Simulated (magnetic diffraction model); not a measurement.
# HoGaH6: the ordered moment from one line

Space group R-3m (no. 166), a = 6.3800 Å, c = 6.1760 Å.

| site | atom | x | y | z |
| --- | --- | --- | --- | --- |
| 3b | Ho | 0 | 0 | 1/2 |
| 3a | Ga | 0 | 0 | 0 |
| 18h | H | 0.2134 | 0.4267 | 0.4911 |

This is a made-up structure (elements placed in a structure type, unrelaxed), so the numbers test the method and describe no known phase.

Only Ho is taken to order (form factors of Ho3+); orders and moment sizes are assumed, and not adapted to the symmetry. Radiation: neutrons of λ = 1.594 Å, 3° to 75°; isotropic B of 0.49 Å² (Ho), 0.82 Å² (Ga) and 1.13 Å² (H). Simulated constant-wavelength pattern: nuclear and magnetic terms add, the magnetic one as |2.695 fm × Σ f S⊥ exp(2πi Q·r) exp(−B s²)|², summed over all Q at one angle with the factor 1/(sin²θ cos θ). For collinear order S is the moment m, which repeats by lattice and centring translations R with the sign exp(−2πi k·R). Free-ion form factors, Sears's scattering lengths of 1992, no absorption; a label names one of the reflections at its angle. The strongest nuclear line in the range is 100, and lines under 0.2 are left out.

In a first state the assumed order is k = (0 0 0), collinear moments along [101], 6.4 μB on Ho, with this pattern:

```
2θ (°)    index  nuclear  magnetic
 22.32  (1 0 1)      6.4      94.3
 28.94  (1 1 0)    100.0      60.8
 34.40  (0 1 2)     92.8      31.0
 36.85  (0 2 1)     21.7      32.4
 45.55  (2 0 2)     70.6      17.2
 45.55  (0 0 3)     19.8       4.6
 47.52  (2 1 1)     35.1      34.4
 51.28  (3 0 0)     74.8      14.4
 54.87  (1 2 2)      1.4      21.6
 54.87  (1 1 3)      1.6      18.8
 59.96  (2 2 0)     10.0       9.3
 64.81  (1 3 1)     10.1      14.6
 64.82  (1 0 4)     18.9       5.3
 70.99  (3 1 2)     59.0      10.7
 70.99  (3 0 3)     17.0       9.8
 72.49  (4 0 1)      1.7       5.2
```
(The table stops after 16 lines; 1 more lie at higher angle.)

**Question.** Nearer the ordering temperature the line at 22.32° has total intensity 30.0 on the same scale, and all moments have shrunk alike. How large is the Ho moment?

The nuclear part, 6.4, stays, so the magnetic part is 23.6 against 94.3. It goes as m², so m = 6.4 × √(23.6/94.3) = 3.20 μB; the value used was 3.2 μB.

[Logs are printed without paths, hosts, clocks, repeated set-up lines and the standing remarks that a program may print on its own settings, such as how far it seeks lower states.]
